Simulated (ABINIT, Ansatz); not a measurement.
Entries from a set of simulations; values are calculated unless marked as measured.

**Rb2Pd (Fm-3m): G0W0 with ABINIT, start to end**

The structure is cubic, space group Fm-3m (No. 225). The conventional cell has a = 8.246 Å, b = 8.246 Å, c = 8.246 Å, α = 90.00°, β = 90.00°, γ = 90.00°. Nearest to Rb lie 4 Pd at 3.57 Å. Nearest to Pd lie 8 Rb at 3.57 Å. Farther neighbours, and contacts between anions beyond the nearest, are not listed.

```
method               : RPA screening on PBEsol, plane waves, norm-conserving pseudopotentials (and 2 further levels or steps)
program              : ABINIT 10.8.3
settings             : cutoff 37 Ha, PseudoDojo scalar-relativistic 0.4.1 standard, norm-conserving, ngkpt (2, 2, 2), nband 86, ecuteps 3.6 Ha, inclvkb 2, shiftk (0, 0, 0), symchi 1, awtr 1, frequency ppm, 2×2×2 k-mesh
cost                 : 5 runs, 3.9 min in all on 4 MPI ranks of Arm Neoverse N1, shared host
notes                : In doubt: a PseudoDojo file used here is known to give poor structures and forces, which bears on pressures, cells, forces and phonons. The program’s warnings: nproc spkpt=  >= nkpt= * nsppol=. The cell and positions are those that the Materials Project relaxed with its own functionals (PBE, PBE+U or r2SCAN), kept fixed. Limits: no spin polarisation; d states lean on the start; no spin-orbit coupling. The 2×2×2 mesh is coarse for this cell, which bears on the long-range parts of exchange and screening. The runs have no spin polarisation. For a closed low-spin shell that is the natural state; where a d or f shell is open it is a constraint, and the gap is then not the crystal’s own.
PBEsol gap           : 0.86 eV, indirect (only 35 meV under the direct gap)
G0W0 gap on the mesh : 1.41 eV
GW settings          : 2×2×2 mesh, 86 bands, screening to 98 eV, Godby-Needs plasmon pole
known limits         : short of the basis limit; no spin polarisation; d states lean on the start; no spin-orbit coupling; coarse k mesh
```

G0W0 moves the gap on the mesh from 0.86 eV to 1.41 eV (+0.55 eV), with Z of 0.77 and 0.79 at the edges. Local fields lower the RPA ε∞ on this mesh from 32.02 to 21.81; a Γ-centred mesh this coarse tends to raise both, most where the direct gap is narrow, while a short band sum lowers them.

[Long decimals in the printed logs are rounded to 6 places.]

[Logs are printed without paths, hosts, clocks, repeated set-up lines and the standing remarks that a program may print on its own settings, such as how far it seeks lower states.]

[Paths, hosts, dates, memory and timing lines, banners, echoed tables and standing remarks are left out of the program output; an Ansatz launch command may be rebuilt from the run's recorded settings. Measured values are a selection of at most five: reports struck by readers or far from the other reports are left out. None is set beside runs whose start may be inverted or whose files or cutoffs have a known fault.]

[Runs of the session that timed out or met a known fault of the program may be left out.]

[Hosts, paths, dates, database ids (printed as entryN), source tags and the programs' standing remarks are cut or masked in the printed files.]

[G0W0 gaps are taken among the corrected bands and points alone; a level outside them can change the order at an edge.]

[Where Ansatz stands beside ABINIT at settings called matched, ABINIT's density can come from a denser mesh and the files from another edition; pairs whose starting gaps differed by over 0.03 eV were left out, so agreement reads better than it is.]
